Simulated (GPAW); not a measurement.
# A Ga chain with a Se atom on top of one atom: transmission at several levels

Wanted: the zero-bias transmission of a Ga chain with a Se atom on top of one atom on a ladder of levels, with run times.

Program: GPAW 26.7.0. Level of theory: GPAW LCAO, PAW setups; Landauer transmission from Green's functions with principal layers (ASE), zero bias. Results are calculated unless marked as measured.

Report form: the programs' logs are mostly left out.

## (1) Starting point

The cell holds 12 atoms: 11 Ga and 1 Se. Its edges and angles: a = 9.000 Å, b = 9.000 Å, c = 28.050 Å, α = 90.0°, β = 90.0°, γ = 90.0°. Regions: left lead, 5 atoms (5 Ga); channel, 2 atoms (1 Ga and 1 Se); right lead, 5 atoms (5 Ga). Vacuum lies along a and b. The structure is stacked along c, and the current runs across the ab planes.

## (2) GPAW, dzp

Localised orbitals split the wire into layers that couple to their neighbours alone, which is what the Green's function method needs; double zeta with polarisation is the usual level for numbers.

run.py reads:

```python
import json
import numpy as np
from ase import Atoms
from ase.transport.calculators import TransportCalculator
from gpaw import GPAW, FermiDirac
from gpaw.lcao.tools import get_lcao_hamiltonian
from scipy.linalg import eigh

# The junction with lead layers at both ends, along the third cell vector
device = Atoms(
    ['Ga', 'Ga', 'Ga', 'Ga', 'Ga', 'Ga', 'Se', 'Ga', 'Ga', 'Ga', 'Ga', 'Ga'],
    positions=[
        [4.50000, 4.50000, 1.27500],
        [4.50000, 4.50000, 3.82500],
        [4.50000, 4.50000, 6.37500],
        [4.50000, 4.50000, 8.92500],
        [4.50000, 4.50000, 11.47500],
        [4.50000, 4.50000, 14.02500],
        [6.75840, 4.50000, 14.02500],
        [4.50000, 4.50000, 16.57500],
        [4.50000, 4.50000, 19.12500],
        [4.50000, 4.50000, 21.67500],
        [4.50000, 4.50000, 24.22500],
        [4.50000, 4.50000, 26.77500]],
    cell=[[9.0, 0.0, 0.0], [0.0, 9.0, 0.0], [0.0, 0.0, 28.05]],
    pbc=True)

# One principal layer of the lead: the first 3 atoms of the device
lead = Atoms(
    ['Ga', 'Ga', 'Ga'],
    positions=[
        [4.50000, 4.50000, 1.27500],
        [4.50000, 4.50000, 3.82500],
        [4.50000, 4.50000, 6.37500]],
    cell=[[9.0, 0.0, 0.0], [0.0, 9.0, 0.0], [0.0, 0.0, 7.65]],
    pbc=True)

settings = dict(mode='lcao', basis='dzp', xc='PBE', h=0.2,
                occupations=FermiDirac(0.1), maxiter=250,
                mixer=dict(beta=0.1, nmaxold=8, weight=100.0),
                convergence=dict(density=0.0001))
energies = np.arange(-2, 2 + 1e-9, 0.05)
eta = 0.0001
n1, n2 = 1, 1
# k and -k transmit alike, so half of the mesh across the current serves
mesh = [(i, j) for i in range(n1) for j in range(n2) if (i, j) <= (-i % n1, -j % n2)]
weights = np.array([1 if (i, j) == (-i % n1, -j % n2) else 2 for i, j in mesh]) / (n1 * n2)

# [... helper functions left out ...]
fermi_lead = ground_state(lead, (1, 1, 15), 'lead.txt')
fermi_device = ground_state(device, (1, 1, 3), 'device.txt')
# [... loop over the mesh left out, but for ...]
        # Shift the lead onto the potential of the device's first layer
        shift = ((H[:, 0, 0] - H0[:, 0, 0]) / S0[0, 0]).real.mean()
# [...]
kT = 8.617333e-5 * 77
bias = [0.1, 0.2, 0.5, 1.0, 1.5, 2.0]
# [... integrals and printing left out ...]
```

Run with:

```
$ OMP_NUM_THREADS=1 OPENBLAS_NUM_THREADS=1 python run.py
```

The job ended after 45 s (1 thread of Intel Xeon Platinum 8488C (Sapphire Rapids), shared host; peak memory 0.98 GiB).

Numbers from this step:

```
conductance                                    : 1.151 G₀
largest coupling past the next principal layer : 6.03e-5 eV
largest misfit of the first principal layer    : 0.07027 eV
shift that aligns the lead                     : -0.007496 eV
basis functions of the junction                : 156
basis functions of a principal layer           : 39
transmission at the Fermi level (one spin)     : 1.152
```

One spin. Table of transmission, zone mean by energy, zero at the Fermi level:

energy (eV), transmission, zone mean and a bar:
```
    -2.00       0.91 ###############
    -1.85       0.85 ##############
    -1.70       0.73 ############
    -1.60       0.56 #########
    -1.45       0.00 
    -1.40       0.68 ###########
    -1.30       0.41 #######
    -1.15       0.36 ######
    -1.05       0.47 #######
    -0.90       0.71 ###########
    -0.75       0.87 ##############
    -0.60       0.94 ###############
    -0.50       0.96 ###############
    -0.35       0.97 ################
    -0.20       1.04 #################
    -0.05       1.14 ##################
     0.00       1.15 ###################
     0.05       1.16 ###################
     0.20       1.15 ###################
     0.35       1.14 ##################
     0.50       1.15 ##################
     0.60       1.16 ###################
     0.75       1.20 ###################
     0.90       1.26 ####################
     1.05       1.35 ######################
     1.15       1.42 #######################
     1.30       1.52 ########################
     1.45       1.62 ##########################
     1.60       1.71 ###########################
     1.70       1.76 ############################
     1.85       1.82 #############################
     2.00       1.86 ##############################
```

Not self-consistent under bias; the bias window is split evenly. Table of current through one cell, from the zero-bias transmission by bias:

```csv
bias (V),"current through one cell, from the zero-bias transmission (μA)"
0.100,8.91
0.200,17.8
0.500,43.4
1.000,84.5
1.500,125
2.000,163
```

The transmission of the three most open eigenchannels by energy, zero at the Fermi level:

| energy (eV) | channel 1 | channel 2 | channel 3 |
| --- | --- | --- | --- |
| -2.00 | 0.908 | 4.0e-11 | 0 |
| -1.85 | 0.851 | 3.9e-11 | 0 |
| -1.70 | 0.730 | 3.8e-11 | 0 |
| -1.60 | 0.560 | 3.7e-11 | 0 |
| -1.45 | 1.9e-4 | 3.7e-11 | 0 |
| -1.30 | 0.412 | 3.6e-11 | 0 |
| -1.15 | 0.359 | 3.6e-11 | 0 |
| -1.05 | 0.466 | 3.5e-11 | 0 |
| -0.90 | 0.706 | 3.4e-11 | 0 |
| -0.75 | 0.866 | 3.3e-11 | 0 |
| -0.60 | 0.936 | 3.2e-11 | 0 |
| -0.50 | 0.958 | 3.1e-11 | 0 |
| -0.35 | 0.974 | 3.0e-11 | 1.9e-11 |
| -0.20 | 0.996 | 0.0358 | 0.00502 |
| -0.05 | 0.999 | 0.132 | 0.00678 |
| 0.00 | 0.998 | 0.150 | 0.00384 |
| 0.05 | 0.998 | 0.159 | 0.00154 |
| 0.20 | 0.998 | 0.154 | 6.1e-4 |
| 0.35 | 0.998 | 0.138 | 0.00707 |
| 0.50 | 0.998 | 0.127 | 0.0224 |
| 0.60 | 0.998 | 0.122 | 0.0401 |
| 0.75 | 0.999 | 0.119 | 0.0825 |
| 0.90 | 0.999 | 0.148 | 0.118 |
| 1.05 | 0.999 | 0.234 | 0.118 |
| 1.15 | 0.999 | 0.300 | 0.119 |
| 1.30 | 0.999 | 0.402 | 0.121 |
| 1.45 | 0.999 | 0.500 | 0.123 |
| 1.60 | 0.999 | 0.585 | 0.124 |
| 1.70 | 0.999 | 0.633 | 0.125 |
| 1.85 | 0.999 | 0.693 | 0.127 |
| 2.00 | 0.999 | 0.738 | 0.128 |

Couplings past the next layer reach 6.0e-5 eV, small enough to drop; the matrix elements of the cell's first layer differ from the bulk lead's by up to 0.070 eV. That layer keeps its own values in the calculation, and only beyond it is the lead taken as perfect. The Fermi levels of lead and junction count from different zeros of potential, one for each periodic cell; with both set to zero, the small remaining shift is what aligns them. By hand: G = 1.151 × 77.48 μS = 89.2 μS, a resistance of 11.2 kΩ; at 0.1 V a linear junction would pass 8.92 μA, and the integral over the bias window gives 8.91 μA.

## (3) Single-zeta polarised basis

One radial function a shell plus polarisation makes the matrices smaller; the question is what that costs.

Edit run.py of step 2 so:

```diff
@@ -37,3 +37,3 @@
 
-settings = dict(mode='lcao', basis='dzp', xc='PBE', h=0.2,
+settings = dict(mode='lcao', basis='szp(dzp)', xc='PBE', h=0.2,
                 occupations=FermiDirac(0.1), maxiter=250,
```

Run time: 41 s. Hardware: 1 thread; peak memory 0.95 GiB.

Numbers from this step:

```yaml
conductance: 1.218 G₀
largest_coupling_past_the_next_principal_layer: 5.81e-5 eV
largest_misfit_of_the_first_principal_layer: 0.07064 eV
shift_that_aligns_the_lead: -0.01054 eV
basis_functions_of_the_junction: 108
basis_functions_of_a_principal_layer: 27
transmission_at_the_fermi_level_one_spin: 1.220
```

One spin. Transmission, zone mean against energy, zero at the Fermi level:

```csv
energy (eV),"transmission, zone mean"
-2.00,0.809
-1.90,0.704
-1.80,0.497
-1.70,0.0216
-1.55,5.6e-6
-1.45,8.6e-6
-1.40,0.995
-1.35,0.772
-1.25,0.417
-1.15,0.310
-1.05,0.349
-0.90,0.556
-0.80,0.704
-0.70,0.813
-0.60,0.881
-0.50,0.922
-0.40,0.947
-0.25,0.968
-0.15,1.10
-0.05,1.20
0.00,1.22
0.05,1.23
0.15,1.22
0.25,1.20
0.40,1.18
0.50,1.18
0.60,1.18
0.70,1.19
0.80,1.22
0.90,1.25
1.05,1.32
1.15,1.39
1.25,1.46
1.35,1.53
1.45,1.60
1.55,1.67
1.70,1.75
1.80,1.80
1.90,1.84
2.00,1.87
```

Not self-consistent under bias; the bias window is split evenly. Current through one cell, from the zero-bias transmission against bias:

```
bias (V)  current through one cell, from the zero-bias transmission (μA)
   0.100                                                            9.42
   0.200                                                            18.7
   0.500                                                            45.2
   1.000                                                            86.6
   1.500                                                             126
   2.000                                                             162
```

The transmission of the three most open eigenchannels by energy, zero at the Fermi level:

```csv
energy (eV),channel 1,channel 2,channel 3
-2.000,0.809,0,0
-1.800,0.497,0,0
-1.600,5.6e-7,0,0
-1.400,0.995,0,0
-1.200,0.341,0,0
-1.000,0.405,0,0
-0.800,0.704,0,0
-0.600,0.881,0,0
-0.400,0.947,1.3e-12,0
-0.200,0.991,0.0367,0.00903
0.000,0.999,0.198,0.0227
0.200,0.999,0.205,0.00349
0.400,0.999,0.181,4.7e-4
0.600,0.999,0.169,0.0129
0.800,0.999,0.164,0.0525
1.000,0.999,0.164,0.134
1.200,0.999,0.256,0.166
1.400,0.999,0.397,0.169
1.600,0.999,0.526,0.172
1.800,0.999,0.626,0.174
2.000,0.999,0.697,0.174
```

The conductance, 1.22 G₀, lies 5.8 % above that of the dzp run.

## (4) GPAW, sz: basis = "sz(dzp)"

One function for each valence shell of the setup, as for a first survey of a large system.

Edit run.py of step 3 so:

```diff
@@ -37,3 +37,3 @@
 
-settings = dict(mode='lcao', basis='szp(dzp)', xc='PBE', h=0.2,
+settings = dict(mode='lcao', basis='sz(dzp)', xc='PBE', h=0.2,
                 occupations=FermiDirac(0.1), maxiter=250,
```

Run time: 31 s. Hardware: 1 thread; peak memory 0.88 GiB.

Numbers from this step:

| Property | Result |
| --- | --- |
| conductance | 1.240 G₀ |
| largest coupling past the next principal layer | 5.75e-5 eV |
| largest misfit of the first principal layer | 0.05580 eV |
| shift that aligns the lead | -0.01640 eV |
| basis functions of the junction | 48 |
| basis functions of a principal layer | 12 |
| transmission at the Fermi level (one spin) | 1.242 |

One spin. Table of transmission, zone mean by energy, zero at the Fermi level:

energy (eV), transmission, zone mean and a bar:
```
    -2.00       0.81 #############
    -1.90       0.68 ###########
    -1.80       0.36 ######
    -1.70       0.00 
    -1.55       0.00 
    -1.45       0.96 ###############
    -1.40       0.97 ###############
    -1.35       0.83 #############
    -1.25       0.54 #########
    -1.15       0.40 ######
    -1.05       0.41 ######
    -0.90       0.59 #########
    -0.80       0.72 ###########
    -0.70       0.82 #############
    -0.60       0.89 ##############
    -0.50       0.93 ###############
    -0.40       0.95 ###############
    -0.25       0.98 ###############
    -0.15       1.11 #################
    -0.05       1.22 ###################
     0.00       1.24 ####################
     0.05       1.25 ####################
     0.15       1.24 ###################
     0.25       1.22 ###################
     0.40       1.20 ###################
     0.50       1.20 ###################
     0.60       1.20 ###################
     0.70       1.22 ###################
     0.80       1.24 ####################
     0.90       1.28 ####################
     1.05       1.36 #####################
     1.15       1.42 ######################
     1.25       1.50 ########################
     1.35       1.57 #########################
     1.45       1.64 ##########################
     1.55       1.71 ###########################
     1.70       1.80 ############################
     1.80       1.84 #############################
     1.90       1.88 ##############################
     2.00       1.91 ##############################
```

The conductance, 1.24 G₀, lies 7.7 % above that of the dzp run.

## (5) revPBE in the dzp basis: xc = "revPBE"

Back in the dzp basis, the functional changes from PBE to revPBE, to set the spread between functionals beside that between bases.

Edit run.py of step 4 so:

```diff
@@ -37,3 +37,3 @@
 
-settings = dict(mode='lcao', basis='sz(dzp)', xc='PBE', h=0.2,
+settings = dict(mode='lcao', basis='dzp', xc='revPBE', h=0.2,
                 occupations=FermiDirac(0.1), maxiter=250,
```

Elapsed: 44 s, on 1 thread; peak memory 0.98 GiB.

This step gave:

```
conductance                                    : 1.142 G₀
largest coupling past the next principal layer : 6.04e-5 eV
largest misfit of the first principal layer    : 0.07127 eV
shift that aligns the lead                     : -0.006772 eV
basis functions of the junction                : 156
basis functions of a principal layer           : 39
transmission at the Fermi level (one spin)     : 1.142
```

The conductance, 1.14 G₀, lies 0.8 % below that of the dzp run.

## (6) Cost and result by level

Times are for 1 thread of Intel Xeon Platinum 8488C (Sapphire Rapids), shared host. Results by setting:

| no. | run | conductance (G₀) | time | memory (GiB) |
| --- | --- | --- | --- | --- |
| 1 | dzp | 1.151 | 45 s | 0.98 |
| 2 | szp | 1.218 | 41 s | 0.95 |
| 3 | sz | 1.240 | 31 s | 0.88 |
| 4 | dzp revPBE | 1.142 | 44 s | 0.98 |

## (7) Comparison

The curves are compared point by point over the common energies.

This step: comparison of transmission and cost over codes and levels (GPAW 26.7.0).

Ladder, by row:

```csv
step,code,T at the Fermi level (sum over the listed spins),conductance (G0),r.m.s. T(E) from the first,wall time (s),peak memory (GiB),threads
dzp,GPAW,1.152,1.151,0,44.87,0.98,1
szp,GPAW,1.22,1.218,0.1659,40.88,0.95,1
sz,GPAW,1.242,1.24,0.2193,30.78,0.88,1
dzp-revPBE,GPAW,1.142,1.142,0.1129,44.17,0.98,1
```

The transmission, zone mean, sum over the listed spins by energy, zero at the Fermi level:

```csv
energy (eV),dzp,szp,sz,dzp-revPBE
-2.00,0.908,0.809,0.813,0.926
-1.85,0.851,0.619,0.563,0.883
-1.70,0.730,0.0216,4.9e-7,0.799
-1.50,1.5e-5,6.5e-6,0.279,0.490
-1.40,0.683,0.995,0.969,0.525
-1.35,0.507,0.772,0.833,0.438
-1.20,0.345,0.341,0.450,0.356
-1.05,0.466,0.349,0.409,0.510
-0.90,0.706,0.556,0.585,0.748
-0.70,0.896,0.813,0.822,0.914
-0.55,0.948,0.904,0.908,0.957
-0.40,0.970,0.947,0.948,0.974
-0.25,0.995,0.968,0.980,0.997
-0.10,1.11,1.16,1.17,1.11
0.00,1.15,1.22,1.24,1.14
0.10,1.16,1.22,1.24,1.15
0.25,1.15,1.20,1.22,1.14
0.40,1.14,1.18,1.20,1.14
0.55,1.15,1.18,1.20,1.15
0.70,1.18,1.19,1.22,1.18
0.90,1.26,1.25,1.28,1.26
1.05,1.35,1.32,1.36,1.35
1.20,1.45,1.42,1.46,1.45
1.35,1.56,1.53,1.57,1.55
1.50,1.65,1.63,1.68,1.65
1.70,1.76,1.75,1.80,1.76
1.85,1.82,1.82,1.86,1.82
2.00,1.86,1.87,1.91,1.86
```

## (8) Grid spacing 0.25, density threshold 0.01

The real-space grid carries density and potential; a coarse one breaks translation symmetry along the lead and scatters electrons that should pass. The Hamiltonian is taken from the last density. The density threshold is one of the tests that end the cycle; the energy must settle too, so a loose value may not be the test that decides.

This step: GPAW LCAO, PAW setups; Landauer transmission from Green's functions with principal layers (ASE), zero bias (GPAW 26.7.0).

Edit run.py of step 5 so:

```diff
@@ -37,6 +37,6 @@
 
-settings = dict(mode='lcao', basis='dzp', xc='revPBE', h=0.2,
+settings = dict(mode='lcao', basis='dzp', xc='PBE', h=0.25,
                 occupations=FermiDirac(0.1), maxiter=250,
                 mixer=dict(beta=0.1, nmaxold=8, weight=100.0),
-                convergence=dict(density=0.0001))
+                convergence=dict(density=0.01))
 energies = np.arange(-2, 2 + 1e-9, 0.05)
```

The job ended after 21 s (1 thread; peak memory 0.59 GiB).

The run finished with changed settings (h = 0.25 and conv = 0.01); it serves as a test.

The two runs compared:

| quantity | this run | sound run | difference |
| --- | --- | --- | --- |
| conductance (G₀) | 1.1546 | 1.1514 | 0.00329 |
| largest coupling past the next principal layer (eV) | 6.026e-5 | 6.030e-5 | -4.3e-8 |
| largest misfit of the first principal layer (eV) | 0.046373 | 0.070265 | -0.0239 |
| shift that aligns the lead (eV) | 0.0040069 | -0.0074963 | 0.0115 |
| transmission at the Fermi level (one spin) | 1.1553 | 1.1521 | 0.00319 |

## (9) Another change of settings

A last run, with other settings again.

Edit run.py of step 8 so:

```diff
@@ -37,6 +37,6 @@
 
-settings = dict(mode='lcao', basis='dzp', xc='PBE', h=0.25,
-                occupations=FermiDirac(0.1), maxiter=250,
+settings = dict(mode='lcao', basis='dzp', xc='PBE', h=0.2,
+                occupations=FermiDirac(1.0), maxiter=75,
                 mixer=dict(beta=0.1, nmaxold=8, weight=100.0),
-                convergence=dict(density=0.01))
+                convergence=dict(density=0.0001))
 energies = np.arange(-2, 2 + 1e-9, 0.05)
```

Run time: 43 s. Hardware: 1 thread; peak memory 0.98 GiB.

The run finished. A setting was moved off its sound value on purpose, so it serves as a test and not as the result.

The fault put into the input: a smearing of electronvolts (width = 1.0).

Side by side:

| quantity | this run | sound run | difference |
| --- | --- | --- | --- |
| conductance (G₀) | 1.0193 | 1.1514 | -0.132 |
| largest coupling past the next principal layer (eV) | 6.134e-5 | 6.030e-5 | 1.0e-6 |
| largest misfit of the first principal layer (eV) | 0.013528 | 0.070265 | -0.0567 |
| shift that aligns the lead (eV) | -0.18754 | -0.0074963 | -0.180 |
| transmission at the Fermi level (one spin) | 1.0192 | 1.1521 | -0.133 |

One result that differs is the shift that aligns the lead, -0.188 eV against -0.00750 eV.

## (10) Outcome

```json
{
  "conductance": "1.15 G₀",
  "transmission at the Fermi level, mean of the spins": "1.15",
  "thermopower": "about 0 (under 1.5 μV/K)"
}
```

**Reading.** In the dzp basis the junction conducts 1.15 G₀ at 77 K, with T = 1.15 a spin at the Fermi level; the sz basis reaches that conductance within 10 %. At the Fermi level two eigenchannels carry the current (1.00 and 0.15). Measured against the first run (dzp), the nearest curve is that of dzp-revPBE (r.m.s. 0.11) and the farthest that of sz (0.22). Over the compared runs wall time goes from 31 s (sz) to 45 s (dzp), on a shared host. The geometry was built from estimated bond lengths and not relaxed, so the numbers describe this model structure. The run had no spin polarisation, so a magnetic state, which chains and small molecules with open shells often have, wasn't tested. An evenly spaced straight chain is an idealisation: free chains tend to dimerise, zigzag or, where a band edge lies near the Fermi level, turn magnetic. The currents use the zero-bias T(E) throughout, which holds only while the bias is small against the distance to the nearest feature. The energy step is wider than the thermal energy, so the conductance and thermopower rest on interpolation of T(E).

[Logs are printed without paths, hosts, clocks, repeated set-up lines and the standing remarks that a program may print on its own settings, such as how far it seeks lower states.]

[Hosts, paths, dates, database ids (printed as entryN), source tags and the programs' standing remarks are cut or masked in the printed files.]
